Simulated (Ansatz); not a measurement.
Planning a run of Ansatz 0.2.0 on PtSe2/PtSe2 (1T bilayer). The input:

```yaml
crystal:
  lattice:
    - [3.7096870707, 0.0, 0.0]
    - [-1.8548435354, 3.2126832433, 0.0]
    - [0.0, 0.0, 39.6]
  atoms:
    - { symbol: Pt, position: [0.0, 0.0, 0.4298689117] }
    - { symbol: Se, position: [0.3333333333, 0.6666666667, 0.4631409329] }
    - { symbol: Se, position: [0.6666666667, 0.3333333333, 0.3963767553] }
    - { symbol: Pt, position: [0.3333333333, 0.6666666667, 0.5701310883] }
    - { symbol: Se, position: [0.6666666667, 0.3333333333, 0.6036232447] }
    - { symbol: Se, position: [0.0, 0.0, 0.5368590671] }
  periodic: [true, true, false]
kpoints:
  mp_grid: { grid: [6, 6, 1] }
  band_path:
    path:
      - [0.0, 0.0, 0.0]
      - [0.5, 0.0, 0.0]
      - [0.3333333333, 0.3333333333, 0.0]
      - [0.0666666667, 0.0666666667, 0.0]
      - [0.25, 0.0, 0.0]
      - [0.2, 0.0, 0.0]
    npoints: 1
hamiltonian:
  xc: hse06
  pseudopotentials: { kind: paw, azcp: { folder: soft_1 } }
scf:
  occupations: { method: fixed }
  n_extra_bands: 6
output:
  eigenvalues: true
```

```sh
ansatz run input.yaml --threads 3 --pin off --max-ram 92160MiB --backend cuda --events-out ev --progress --plain --runs-dir out --devices 1 --max-vram 13GiB
```

Estimate wall time and host memory on 1 × NVIDIA H100 80GB HBM3 (shared by 6 runs) with 3 threads of AMD EPYC 7R13 (Zen 3), shared host.

It took 51 s; on shared hardware allow 26 s to 1.7 min. Peak host memory was 2.0 GiB. The sizes that set the cost: 9289 plane waves a state, 7 irreducible k points and 19 SCF cycles.

Exact exchange couples every pair of k points and filled bands, so it costs far more than a semilocal run.

[Paths, hosts, dates, memory and timing lines, banners, echoed tables and standing remarks are left out of the program output.]

[Logs are printed without paths, hosts, clocks, repeated set-up lines and the standing remarks that a program may print on its own settings, such as how far it seeks lower states.]

[Runs of the session that timed out or met a known fault of the program may be left out.]

[Cells called generated may have been cut or substituted from an entry of the Crystallography Open Database or the Materials Project.]

[Hosts, paths, dates, database ids (printed as entryN), source tags and the programs' standing remarks are cut or masked in the printed files.]
